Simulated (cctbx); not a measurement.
## Accept or mend?

Cell a = 6.4930 Å, b = 10.0010 Å, c = 11.4900 Å, α = 90.00°, β = 90.00°, γ = 90.00°; space group Fddd (no. 70, origin choice 1). The compound is SrAl2Ir2.

Simulated single-crystal data (cctbx): synchrotron X-rays, λ = 0.7749 Å, to d = 0.6 Å, 50 % of the full sphere, strongest reflection 20000 counts, noise from counting, a 3 % proportional error and a noise floor of 2 counts (s.d.); no absorption.

An anisotropic refinement with weights 1/σ² prints:

```text
Rint 0.026, 444 unique reflections to 0.60 A
cycle     R1     wR2    GooF  max shift (A)
   1  0.1047  0.2627   9.617   0.00224
   2  0.1052  0.2574   9.421   0.00000
final R1 0.1052 wR2 0.2574 GooF 9.421  parameters 8  data/parameter 55.5
atom        x        y        z      Ueq    occ   su(xyz)  su(Uiso or U11)
Ir1    0.50000  0.00000  0.36630   0.0019  1.000  0.00009  0.0006
Sr1    0.50000  0.00000  0.00000   0.0026  1.000  0.00000  0.0021
difference map: max 72.22 min -4.03 rms 3.03
Q1    0.0000  0.1844  0.0000   16   73.09  2.20 A from Ir1
Q2    0.0000  0.0000  0.1256   16   27.27  0.09 A from Ir1
Q3    0.0000  0.0000  0.5000    8    7.99  0.00 A from Sr1
Q4    0.0771  0.1790  0.9378   32    2.86  2.03 A from Ir1
Q5    0.0000  0.1318  0.5000   16    2.69  1.32 A from Sr1
Q6    0.0577  0.2465  0.0466   32    2.65  1.48 A from Ir1
```

**Question.** Can this result stand? If not, what is the likely fault?

Mend it. The fault: an atom left out, Al at (1/2, 0.3154, 0). Against the right model at the same level, R1 goes from 0.0109 to 0.1052 and GooF from 1.00 to 9.42 and the top difference peak, 73.1 e/Å³, lies 2.20 Å from Ir1. Q1 is the missing atom. With scattering power missing, scale and phases suffer, so peaks may also grow on the heavy atoms.

The compound is SrAl2Ir2. The right model at the same level gives:

```text
Rint 0.026, 444 unique reflections to 0.60 A
cycle     R1     wR2    GooF  max shift (A)
   1  0.0109  0.0273   1.006   0.00006
   2  0.0109  0.0272   1.002   0.00000
final R1 0.0109 wR2 0.0272 GooF 1.002  parameters 13  data/parameter 34.2
atom        x        y        z      Ueq    occ   su(xyz)  su(Uiso or U11)
Ir1    0.50000  0.00000  0.36649   0.0034  1.000  0.00001  0.0001
Sr1    0.50000  0.00000  0.00000   0.0044  1.000  0.00000  0.0002
Al1    0.50000  0.31540  0.00000   0.0076  1.000  0.00012  0.0005
difference map: max 1.23 min -1.16 rms 0.35
Q1    0.0590  0.0191  0.6379   32    1.26  1.64 A from Sr1
Q2    0.0000  0.1335  0.5000   16    1.19  1.34 A from Sr1
Q3    0.0360  0.0890  0.7919   32    1.11  1.26 A from Ir1
Q4    0.0666  0.0809  0.8749   32    1.09  0.92 A from Ir1
Q5    0.0054  0.1243  0.2450   32    1.05  1.70 A from Al1
Q6    0.1179  0.0553  0.0611   32    1.04  1.26 A from Ir1
```

The model was made for the exercise: a known structure type with other elements put in, its volume estimated, not relaxed; displacement parameters are assumed.

[Middle refinement cycles are left out of these outputs.]

[Logs are printed without paths, hosts, clocks, repeated set-up lines and the standing remarks that a program may print on its own settings, such as how far it seeks lower states.]
